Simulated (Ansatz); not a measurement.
## A hypothetical structure for NiPtCl6

Starting from a made-up structure for NiPtCl6, the aim is the relaxed cell, its shortest contacts and, where a second run follows, its electronic structure.

Calculated with Ansatz 0.2.0; DFT, PBE, plane-wave PAW, files of the set soft_1, scalar-relativistic, ferromagnetic start, cell and ions relaxed at zero pressure; PAW set soft_1, in the first sound run; inputs show where later runs differ.

## 1. The structure

It takes space group R-3 (No. 148, trigonal). Conventional cell: a = 6.400 Å, b = 6.400 Å, c = 17.328 Å, α = 90.00°, β = 90.00°, γ = 120.00°. Nearest to Pt lie 6 Cl at 2.47 Å. Ni has 6 Cl at 2.52 Å nearest. Nearest to Cl lie 1 Pt at 2.47 Å and 1 Ni at 2.52 Å. Farther neighbours and most contacts between anions are not listed.

## 2. Relaxing cell and atoms

The guess takes its coordinates from another compound and its volume from a rule, so the cell and any free coordinates are relaxed together.

Input file input.yaml:

```yaml
crystal:
  lattice:
    - [3.2, 1.847520861, 5.776]
    - [-3.2, 1.847520861, 5.776]
    - [0.0, -3.695041723, 5.776]
  atoms:
    - { symbol: Pt, position: [0.0, 0.0, 0.0] }
    - { symbol: Ni, position: [0.5, 0.5, 0.5], spin: 1.0 }
    - { symbol: Cl, position: [0.3788, 0.1149, 0.7571] }
    - { symbol: Cl, position: [0.1149, 0.7571, 0.3788] }
    - { symbol: Cl, position: [0.7571, 0.3788, 0.1149] }
    - { symbol: Cl, position: [0.6212, 0.8851, 0.2429] }
    - { symbol: Cl, position: [0.8851, 0.2429, 0.6212] }
    - { symbol: Cl, position: [0.2429, 0.6212, 0.8851] }
magnetization:
  spin_polarized: true
kpoints:
  mp_grid: { grid: [5, 5, 5] }
scf:
  occupations: { method: fermi_dirac, width: 0.05 }
hamiltonian:
  xc: pbe
  pseudopotentials: { kind: paw, azcp: { folder: soft_1 } }
relax:
  f_tol: 0.015
  max_steps: 70
  cell: {}
output:
  forces: true
  stress: true
```

Launch:

```sh
ansatz run input.yaml --threads 4 --pin off --max-ram 10240MiB --backend cpu --events-out ev --progress --plain --runs-dir out
```

Numbers of over 12 decimals in the logs are rounded to 6 here.

Log:

```text
Engine: ansatz 0.2.0, aarch64-unknown-linux-gnu
Pseudopotentials: kind: paw
Pseudopotential: Pt, paw, valence charge 18, recommended cutoff 420 eV (normal), soft_1/Pt.paw.azcp
Pseudopotential: Ni, paw, valence charge 18, recommended cutoff 420 eV (normal), soft_1/Ni.paw.azcp
Pseudopotential: Cl, paw, valence charge 7, recommended cutoff 420 eV (normal), soft_1/Cl.paw.azcp
Functional definition: PBE
  parameter kappa = 0.804
  parameter beta = 0.066725
  exchange = pbe_x(kappa = kappa, mu = beta*pi^2/3)
  correlation = pbe_c(beta = beta)
Crystal: 8 atoms, lattice volume = 204.889 Å³
Basis set: ecut = 420 eV, 4015 PW (Γ), exchange–correlation on 96×96×96 points (8 copies of the dense FFT grid, shifted against one another)
Bands: 48, of which v1, the nominal top of the filled ones, is band 39 counted from 1 (38 counted from 0)
Symmetry: 6 space group operations
Space group: R-3 (ITA 148), of the structure as read, at distance tolerance 5.9e-5 Å
Magnetic group: BNS 148.17 (UNI 1247), of the structure as read, at distance tolerance 5.9e-5 Å
k-points: 23 of 125
Non-local potential: Pt, projectors of the file, l = 0: 3, l = 1: 2, l = 2: 2, l = 3: 1
Non-local potential: Ni, projectors of the file, l = 0: 3, l = 1: 2, l = 2: 3, l = 3: 1
Non-local potential: Cl, projectors of the file, l = 0: 2, l = 1: 2, l = 2: 1
PAW form: soft (Blöchl's): semilocal exchange-correlation on the pseudo side does not see the compensation charge
PAW one-centre angular grid: Pt, 590 points (default); XC on 64 Gauss nodes
PAW one-centre angular grid: Ni, 590 points (default); XC on 64 Gauss nodes
PAW one-centre angular grid: Cl, 110 points (default); XC on 64 Gauss nodes
Initial density: superposition of atomic densities (chi_scale 0.1, normalization cell, long waves kept (reshape's long-wave potential 0.04 eV rms))
Starting moments: Σ|m| = 1 μB on 1 of 8 sites
Initial wavefunctions: pseudopotential atomic-orbital guess
Functional: x = pbe(κ = 0.804, μ = 0.219515), c = pbe(β = 0.066725)
SCF iter   1: F=—  HF=-24844.361308 eV  |F-HF|=—  |Δ(HF+E_count)|=         —  Δρ=7.98e-2 (↑5.68e-2 ↓7.98e-2)  dr2=4.78e1  dr2_m=3.21e-1  M=1.093 μB ∫|m|=1.102 μB  β_m=0.30  ethr=3.10e-3  ⟨swp⟩=9.5  Hψ=10311  notcnv=0  defer=14
Mixer restart at iter 1: flushing history
preconditioner: auto → Kerker (q_TF=auto, 2.323 Å⁻¹)  [metal: Δε(μ)=0.000 eV  Ē_g=9.537 eV  σ=0.050 eV  W_gap=0.00  n_scr=52 (ndim 8)  ℏωp=20.4 eV  f_vac=0.103  D(μ)=11.52/eV (n_scr^D=118)]
spin=Collinear: Kerker preconditioning applied to the charge; magnetization (m = ρ↑ − ρ↓) channel mixes plain (no charge-response kernel on spin).
SCF iter   2: F=—  HF=-24844.608373 eV  |F-HF|=—  |Δ(HF+E_count)|=   2.47e-1  Δρ=3.03e-2 (↑1.73e-2 ↓3.03e-2)  dr2=1.62e0  dr2_m=3.64e-1  M=1.895 μB ∫|m|=1.908 μB  β_m=0.29  ethr=3.10e-3  ⟨swp⟩=4.7  Hψ=5932  notcnv=0  defer=140
preconditioner: auto → Resta (q_TF=auto, 2.323 Å⁻¹)  ε∞=5.5  [insulator: Δε(μ)=0.180 eV  Ē_g=9.602 eV  σ=0.050 eV  W_gap=0.70  n_scr=52 (ndim 8)  ℏωp=20.4 eV  f_vac=0.106  D(μ)=2.10/eV (n_scr^D=14)  ε∞_Penn≈5.5]
spin=Collinear: Resta preconditioning applied to the charge; magnetization (m = ρ↑ − ρ↓) channel mixes plain (no charge-response kernel on spin).
SCF iter   3: F=—  HF=-24844.086582 eV  |F-HF|=—  |Δ(HF+E_count)|=   5.22e-1  Δρ=1.89e-2 (↑1.55e-2 ↓1.89e-2)  dr2=1.08e0  dr2_m=2.43e-1  M=1.957 μB ∫|m|=1.981 μB  β_m=0.58  ethr=2.07e-3  ⟨swp⟩=3.2  Hψ=3751  notcnv=0  defer=98
SCF iter   4: F=—  HF=-24844.423055 eV  |F-HF|=—  |Δ(HF+E_count)|=   3.36e-1  Δρ=2.71e-2 (↑1.16e-2 ↓2.71e-2)  dr2=1.65e0  dr2_m=1.51e-1  M=1.998 μB ∫|m|=2.069 μB  β_m=0.48  ethr=1.38e-3  ⟨swp⟩=3.9  Hψ=4758  notcnv=0  defer=99
SCF iter   5: F=—  HF=-24844.078860 eV  |F-HF|=—  |Δ(HF+E_count)|=   3.44e-1  Δρ=1.29e-2 (↑3.86e-3 ↓1.29e-2)  dr2=3.98e-1  dr2_m=4.14e-2  M=1.999 μB ∫|m|=2.094 μB  β_m=0.65  ethr=1.38e-3  ⟨swp⟩=3.0  Hψ=4553  notcnv=0  defer=100
SCF iter   6: F=—  HF=-24844.084556 eV  |F-HF|=—  |Δ(HF+E_count)|=   5.70e-3  Δρ=4.68e-3 (↑1.47e-3 ↓4.68e-3)  dr2=4.67e-2  dr2_m=1.38e-2  M=1.999 μB ∫|m|=2.094 μB  β_m=0.69  ethr=5.10e-4  ⟨swp⟩=3.0  Hψ=3340  notcnv=0  defer=87
SCF iter   7: F=—  HF=-24844.084225 eV  |F-HF|=—  |Δ(HF+E_count)|=         —  Δρ=1.64e-3 (↑1.64e-3 ↓1.18e-3)  dr2=5.50e-3  dr2_m=2.71e-3  M=1.999 μB ∫|m|=2.101 μB  β_m=0.69  ethr=5.98e-5  ⟨swp⟩=2.1  Hψ=3179  notcnv=0  defer=87
Mixer restart at iter 7: flushing history
SCF iter   8: F=—  HF=-24844.084787 eV  |F-HF|=—  |Δ(HF+E_count)|=   5.62e-4  Δρ=9.90e-4 (↑9.90e-4 ↓6.90e-4)  dr2=5.60e-3  dr2_m=3.01e-4  M=1.999 μB ∫|m|=2.104 μB  β_m=0.72  ethr=7.05e-6  ⟨swp⟩=2.4  Hψ=3404  notcnv=0  defer=87
SCF iter   9: F=—  HF=-24844.084746 eV  |F-HF|=—  |Δ(HF+E_count)|=         —  Δρ=5.65e-4 (↑3.41e-4 ↓5.65e-4)  dr2=2.64e-3  dr2_m=7.13e-5  M=1.999 μB ∫|m|=2.106 μB  β_m=0.72  ethr=7.05e-6  ⟨swp⟩=2.0  Hψ=3909  notcnv=0  defer=87
Mixer restart at iter 9: flushing history
SCF iter  10: F=—  HF=-24844.084920 eV  |F-HF|=—  |Δ(HF+E_count)|=   1.74e-4  Δρ=9.26e-4 (↑6.73e-4 ↓9.26e-4)  dr2=5.22e-3  dr2_m=5.34e-5  M=1.999 μB ∫|m|=2.106 μB  β_m=0.40  ethr=3.39e-6  ⟨swp⟩=2.0  Hψ=4142  notcnv=0  defer=87
SCF iter  11: F=—  HF=-24844.084412 eV  |F-HF|=—  |Δ(HF+E_count)|=   5.08e-4  Δρ=1.89e-4 (↑1.89e-4 ↓1.74e-4)  dr2=3.20e-4  dr2_m=3.92e-6  M=1.999 μB ∫|m|=2.106 μB  β_m=0.54  ethr=3.39e-6  ⟨swp⟩=2.2  Hψ=3201  notcnv=0  defer=87
SCF iter  12: F=—  HF=-24844.084397 eV  |F-HF|=—  |Δ(HF+E_count)|=   1.52e-5  Δρ=8.40e-5 (↑8.40e-5 ↓7.90e-5)  dr2=3.73e-5  dr2_m=1.28e-6  M=1.999 μB ∫|m|=2.107 μB  β_m=0.56  ethr=4.10e-7  ⟨swp⟩=2.1  Hψ=3128  notcnv=0  defer=87
SCF iter  13: F=—  HF=-24844.084398 eV  |F-HF|=—  |Δ(HF+E_count)|=   1.46e-6  Δρ=4.76e-5 (↑1.77e-5 ↓4.76e-5)  dr2=6.60e-6  dr2_m=4.98e-7  M=1.999 μB ∫|m|=2.107 μB  β_m=0.78  ethr=4.79e-8  ⟨swp⟩=2.0  Hψ=3543  notcnv=0  defer=87
SCF iter  14: F=—  HF=-24844.084400 eV  |F-HF|=—  |Δ(HF+E_count)|=   1.59e-6  Δρ=1.80e-5 (↑1.04e-5 ↓1.80e-5)  dr2=1.07e-6  dr2_m=4.12e-8  M=1.999 μB ∫|m|=2.107 μB  β_m=0.76  ethr=8.47e-9  ⟨swp⟩=2.0  Hψ=2907  notcnv=0  defer=87
SCF iter  15: F=—  HF=-24844.084400 eV  |F-HF|=—  |Δ(HF+E_count)|=   1.02e-7  Δρ=9.87e-6 (↑2.01e-6 ↓9.87e-6)  dr2=2.31e-7  dr2_m=3.79e-8  M=1.999 μB ∫|m|=2.107 μB  β_m=0.88  ethr=1.37e-9  ⟨swp⟩=2.1  Hψ=3912  notcnv=0  defer=87
SCF iter  16: F=—  HF=-24844.084400 eV  |F-HF|=—  |Δ(HF+E_count)|=   7.76e-8  Δρ=5.57e-6 (↑1.80e-6 ↓5.57e-6)  dr2=8.61e-8  dr2_m=8.48e-9  M=1.999 μB ∫|m|=2.107 μB  β_m=0.92  ethr=2.96e-10  ⟨swp⟩=1.1  Hψ=2236  notcnv=0  defer=87
[...]
Basis set: ecut = 420 eV, 3319 PW (Γ), exchange–correlation on 90×90×90 points (8 copies of the dense FFT grid, shifted against one another)
Initial wavefunctions: pseudopotential atomic-orbital guess (no wavefunctions were taken with the density)
iter 1 solved again at ethr=1.11e-6 eV; its pass at ethr=3.10e-3 eV (dr2=8.64e-4 eV) is discarded
SCF iter   1: F=—  HF=-24844.756876 eV  |F-HF|=—  |Δ(HF+E_count)|=         —  Δρ=3.93e-4 (↑1.71e-4 ↓3.93e-4)  dr2=3.63e-4  dr2_m=2.55e-5  M=2.000 μB ∫|m|=2.099 μB  β_m=0.65  ethr=1.11e-6  ⟨swp⟩=3.3  Hψ=16958  notcnv=0
preconditioner: auto → Resta (q_TF=auto, 2.395 Å⁻¹)  ε∞=5.5  [insulator: Δε(μ)=0.513 eV  Ē_g=10.514 eV  σ=0.050 eV  W_gap=0.99  n_scr=46 (ndim 8)  ℏωp=22.4 eV  f_vac=0.045  D(μ)=0.03/eV (n_scr^D=0)  ε∞_Penn≈5.5]
spin=Collinear: Resta preconditioning applied to the charge; magnetization (m = ρ↑ − ρ↓) channel mixes plain (no charge-response kernel on spin).
SCF iter   2: F=—  HF=-24844.756799 eV  |F-HF|=—  |Δ(HF+E_count)|=   7.62e-5  Δρ=9.05e-5 (↑9.05e-5 ↓5.97e-5)  dr2=1.15e-5  dr2_m=1.64e-6  M=2.000 μB ∫|m|=2.099 μB  β_m=0.53  ethr=4.65e-7  ⟨swp⟩=2.0  Hψ=2748  notcnv=0
SCF iter   3: F=—  HF=-24844.756827 eV  |F-HF|=—  |Δ(HF+E_count)|=   2.74e-5  Δρ=7.16e-5 (↑7.16e-5 ↓4.90e-5)  dr2=1.31e-5  dr2_m=2.91e-7  M=2.000 μB ∫|m|=2.099 μB  β_m=0.50  ethr=1.47e-8  ⟨swp⟩=2.0  Hψ=4021  notcnv=0
SCF iter   4: F=—  HF=-24844.756833 eV  |F-HF|=—  |Δ(HF+E_count)|=   5.74e-6  Δρ=6.73e-5 (↑1.13e-5 ↓6.73e-5)  dr2=7.20e-6  dr2_m=1.83e-6  M=2.000 μB ∫|m|=2.099 μB  β_m=0.75  ethr=1.47e-8  ⟨swp⟩=2.0  Hψ=3997  notcnv=0
SCF iter   5: F=—  HF=-24844.756861 eV  |F-HF|=—  |Δ(HF+E_count)|=   2.87e-5  Δρ=6.82e-5 (↑1.04e-5 ↓6.82e-5)  dr2=1.03e-5  dr2_m=1.85e-6  M=2.000 μB ∫|m|=2.099 μB  β_m=0.88  ethr=9.22e-9  ⟨swp⟩=2.4  Hψ=4025  notcnv=0
SCF iter   6: F=—  HF=-24844.756879 eV  |F-HF|=—  |Δ(HF+E_count)|=   1.74e-5  Δρ=3.90e-5 (↑1.28e-5 ↓3.90e-5)  dr2=3.92e-6  dr2_m=5.21e-7  M=2.000 μB ∫|m|=2.099 μB  β_m=0.84  ethr=9.22e-9  ⟨swp⟩=2.9  Hψ=4252  notcnv=0
SCF iter   7: F=—  HF=-24844.756879 eV  |F-HF|=—  |Δ(HF+E_count)|=   5.37e-7  Δρ=1.83e-5 (↑4.87e-6 ↓1.83e-5)  dr2=8.52e-7  dr2_m=7.94e-8  M=2.000 μB ∫|m|=2.099 μB  β_m=0.87  ethr=5.03e-9  ⟨swp⟩=3.2  Hψ=4339  notcnv=0
SCF iter   8: F=—  HF=-24844.756881 eV  |F-HF|=—  |Δ(HF+E_count)|=   1.32e-6  Δρ=5.56e-6 (↑9.58e-7 ↓5.56e-6)  dr2=7.38e-8  dr2_m=1.01e-8  M=2.000 μB ∫|m|=2.099 μB  β_m=0.93  ethr=1.09e-9  ⟨swp⟩=2.1  Hψ=3953  notcnv=0
SCF iter   9: F=—  HF=-24844.756881 eV  |F-HF|=—  |Δ(HF+E_count)|=   1.40e-7  Δρ=7.37e-7 (↑2.66e-7 ↓7.37e-7)  dr2=2.60e-9  dr2_m=1.26e-10  M=2.000 μB ∫|m|=2.099 μB  β_m=0.97  ethr=9.47e-11  ⟨swp⟩=3.0  Hψ=4373  notcnv=0
SCF iter  10: F=—  HF=-24844.756881 eV  |F-HF|=—  |Δ(HF+E_count)|=  3.82e-10  Δρ=9.96e-7 (↑1.82e-7 ↓9.96e-7)  dr2=2.75e-9  dr2_m=2.78e-10  M=2.000 μB ∫|m|=2.099 μB  β_m=0.97  ethr=3.34e-12  ⟨swp⟩=2.1  Hψ=3059  notcnv=0
SCF iter  11: F=—  HF=-24844.756881 eV  |F-HF|=—  |Δ(HF+E_count)|=   1.63e-9  Δρ=4.21e-7 (↑5.32e-8 ↓4.21e-7)  dr2=4.35e-10  dr2_m=5.60e-11  M=2.000 μB ∫|m|=2.099 μB  β_m=0.97  ethr=3.34e-12  ⟨swp⟩=2.3  Hψ=3369  notcnv=0
SCF iter  12: F=—  HF=-24844.756881 eV  |F-HF|=—  |Δ(HF+E_count)|=  3.13e-10  Δρ=3.12e-8 (↑1.78e-8 ↓3.12e-8)  dr2=2.13e-12  dr2_m=1.03e-13  M=2.000 μB ∫|m|=2.099 μB  β_m=0.84  ethr=1.00e-12  ⟨swp⟩=2.1  Hψ=3335  notcnv=0
SCF iter  13: F=-24844.756881 eV  HF=-24844.756881 eV  |F-HF|=3.27e-11  |Δ(HF+E_count)|=  3.64e-12  Δρ=1.01e-7 (↑1.49e-8 ↓1.01e-7)  dr2=2.55e-11  dr2_m=3.03e-12  M=2.000 μB ∫|m|=2.099 μB  ethr=1.00e-12  ⟨swp⟩=3.1  Hψ=7062  notcnv=0
SCF 6 converged in 13 iterations: F = -24844.756881 eV  dr2 = 2.55e-11
relax step   6: F+E_penalty+E_count = -24844.75688069 eV  Δ(F+E_penalty+E_count) = +4.868e-3 eV  max|allowed force component| = 5.538e-3 eV/Å  Δτ_max = 0.0000 Å  P = -0.017 GPa  Ω = 170.521 Å³  stress off target by 3.13e-2 GPa  SCF on the basis re-selected at this cell (its energy is not comparable with the rows above)  (13 SCF iters)
basis re-selected at this cell: Δ(F+E_penalty+E_count) = +4.868e-3 eV, ΔP = +0.001 GPa vs the last step (what re-selecting the basis moved, of the pressure what is left beyond the Pulay correction that the steps carried, after the strain that the cell walked since its last selection, with what the two solves' SCF thresholds leave and, on support functions, any second-order correction that the steps lacked; it is no measure of the basis error at this ecutwfc). The dense FFT grid was sized anew with the basis: this SCF ran on 45×45×45 points, the steps before it on 48×48×48, so part of this shift can come from that change (see relax.cell in the input reference). [rest of the remark cut]
SCF converged after 13 iterations
Magnetization: 1.9997 μB (39.9999 up, 38.0001 down)
Absolute magnetization: 2.1005 μB (∫|ρ↑−ρ↓|, with the PAW one-centre terms)
Spin contamination: 0.0137 ħ² per cell (⟨S²⟩ above its minimum at these occupations)
Per-site moments (μB) at R_I (Å): [(0.068527, 0.978307), (1.365886, 0.991406), (0.074582, 0.978307), (0.074582, 0.978307), (0.074582, 0.978307), (0.074582, 0.978307), (0.074582, 0.978307), (0.074582, 0.978307)]
Free energy (F): -24844.756881 eV
Harris-Foulkes:  -24844.756881 eV  (|F-HF|=3.27e-11)
Internal energy: -24844.756244 eV  (E = F + TS)
E sigma→0 (E₀):  -24844.756562 eV
Entropy (-TS):   -0.000637 eV (-0.080 meV/atom)
Fermi energy:    5.354412 eV
--- Per-component energies (eV) ---
  E_band       = -1012.824046
  E_kinetic    = 1838.859179
  E_local      = -9176.426559  (includes V_loc(G=0)·N_el)
  E_nonlocal   = 276.551213
  E_hartree    = 4043.638731
  E_xc         = -983.803791
  E_vxc        = -1107.712740  (∫ρ·V_xc dr)
  E_paw        = -15094.329614  (= ΣΔE_a)
  E_vpaw       = -931.375744  (= ΣTr[D̂ρ^β])
  E_aug_tail   = 0.002730  (compensation charges beyond the density's cutoff)
  E_ewald      = -5749.248133
  E_smearing   = -0.000637  (= −TS)
  E_closure    = 0.000000  (closes the sum)
  Σ components = -24844.756881   (vs F -24844.756881, Δ=0.00e0)
--- Forces (eV/Å), atoms counted from 1 ---
  atom   1  Pt    -0.00000000     0.00000000     0.00000000
  atom   2  Ni     0.00000000     0.00000000     0.00000000
  atom   3  Cl     0.00496269    -0.00005868    -0.00553795
  atom   4  Cl    -0.00253216    -0.00426847    -0.00553795
  atom   5  Cl    -0.00243053     0.00432715    -0.00553795
  atom   6  Cl    -0.00496269     0.00005868     0.00553795
  atom   7  Cl     0.00253216     0.00426847     0.00553795
  atom   8  Cl     0.00243053    -0.00432715     0.00553795
  max |Σ_I F_I| component: 6.51e-18 eV/Å
--- Stress (GPa, compression-positive) ---
       -0.031264      -0.000000      -0.000000
        0.000000      -0.031264      -0.000000
       -0.000000      -0.000000       0.010845
  P = ⅓ Tr σ = -0.0172 GPa (-0.172 kbar)
--- Relaxed structure (5 steps of the walk, 5 accepted, 1 SCFs on fresh bases) ---
  F+E_penalty+E_count = -24844.75688069 eV   max|allowed force component| = 5.538e-3 eV/Å   (the final SCF, on the basis selected at the relaxed cell)
  cell:  # Å, volume = 170.5205 Å³
    - [3.018355, 1.742648, 5.403130]
    - [-3.018355, 1.742648, 5.403130]
    - [5.501071624175109e-18, -3.485296, 5.403130]
  atoms:
    - { symbol: Pt, position: [-6.617435998040062e-19, 1.429377001035787e-19, 6.502015923660845e-19] }
    - { symbol: Ni, position: [0.5, 0.5, 0.500000] }
    - { symbol: Cl, position: [0.399517, 0.096164, 0.755491] }
    - { symbol: Cl, position: [0.096164, 0.755491, 0.399517] }
    - { symbol: Cl, position: [0.755491, 0.399517, 0.096164] }
    - { symbol: Cl, position: [0.600483, 0.903836, 0.244509] }
    - { symbol: Cl, position: [0.903836, 0.244509, 0.600483] }
    - { symbol: Cl, position: [0.244509, 0.600483, 0.903836] }
```

The job ended after 52 s (4 threads of Arm Neoverse V1, shared host; peak memory 0.8 GiB).

Relaxation path:

```
step  energy less that of the first step (eV)  largest force component (eV/Å)  pressure (GPa)  volume (Å³)
   1                                   0.0000                          0.3668           -6.14       204.89
   2                                  -0.5746                          0.1779           -1.50       182.93
   3                                  -0.6630                          0.0348            0.80       167.47
   4                                  -0.6763                          0.0106           -0.12       171.16
   5                                  -0.6773                          0.0056           -0.02       170.52
  6*                                  -0.6725                          0.0055           -0.02       170.52
```

Relaxation steps marked * repeat the geometry before them on a plane-wave basis chosen anew for their cell, so energy and pressure can jump there.

The run keeps the 6 symmetry operations that it works with, so distortions that break them were not tested.

| conventional cell, symmetrised | before | after | change |
| --- | --- | --- | --- |
| a (Å) | 6.400 | 6.037 | -5.7 % |
| b (Å) | 6.400 | 6.037 | -5.7 % |
| c (Å) | 17.328 | 16.209 | -6.5 % |
| volume (Å³/atom) | 25.61 | 21.32 | -16.8 % |

The atoms that moved most (Å, as changes of fractional coordinates times the final cell):

| atom | dx | dy | dz | length |
| --- | --- | --- | --- | --- |
| Cl7 | 0.052 | 0.108 | -0.002 | 0.119 |
| Cl5 | -0.067 | 0.099 | 0.002 | 0.119 |
| Cl3 | 0.119 | 0.009 | 0.002 | 0.119 |
| Cl4 | -0.052 | -0.108 | 0.002 | 0.119 |
| Cl8 | 0.067 | -0.099 | -0.002 | 0.119 |
| Cl6 | -0.119 | -0.009 | -0.002 | 0.119 |

Numbers from this step:

```
free energy             : -24844.7569 eV
energy at zero smearing : -24844.7566 eV
smearing term TS        : 6.37e-4 eV
Fermi energy            : 5.354 eV
gap by band count       : 0.5096 eV
magnetization           : 2.000 μB
absolute magnetization  : 2.101 μB
site moments            : 0.06853, 1.366, 0.07458, 0.07458, 0.07458, 0.07458, 0.07458, 0.07458 μB
electrons               : 78
symmetry operations     : 6
pressure                : -0.01723 GPa
```

Site moment by atom:

| atom | site moment (μB) |
| --- | --- |
| Pt1 | 0.07 |
| Ni2 | 1.37 |
| Cl3 | 0.07 |
| Cl4 | 0.07 |
| Cl5 | 0.07 |
| Cl6 | 0.07 |
| Cl7 | 0.07 |
| Cl8 | 0.07 |

Shortest distances by pair of elements, guess and relaxed (not always the same contact):

```csv
pair,guess (Å),relaxed (Å)
Cl–Pt,2.467,2.372
Cl–Ni,2.518,2.403
Cl–Cl,3.459,3.339
Ni–Pt,4.690,4.410
```

The relaxation ends with a largest force component of 0.0055 eV/Å and a pressure of -0.02 GPa.

(Continued in part 2 of 2.)

[Logs are printed without paths, hosts, clocks, repeated set-up lines and the standing remarks that a program may print on its own settings, such as how far it seeks lower states.]

[Hosts, paths, dates, database ids (printed as entryN), source tags and the programs' standing remarks are cut or masked in the printed files.]
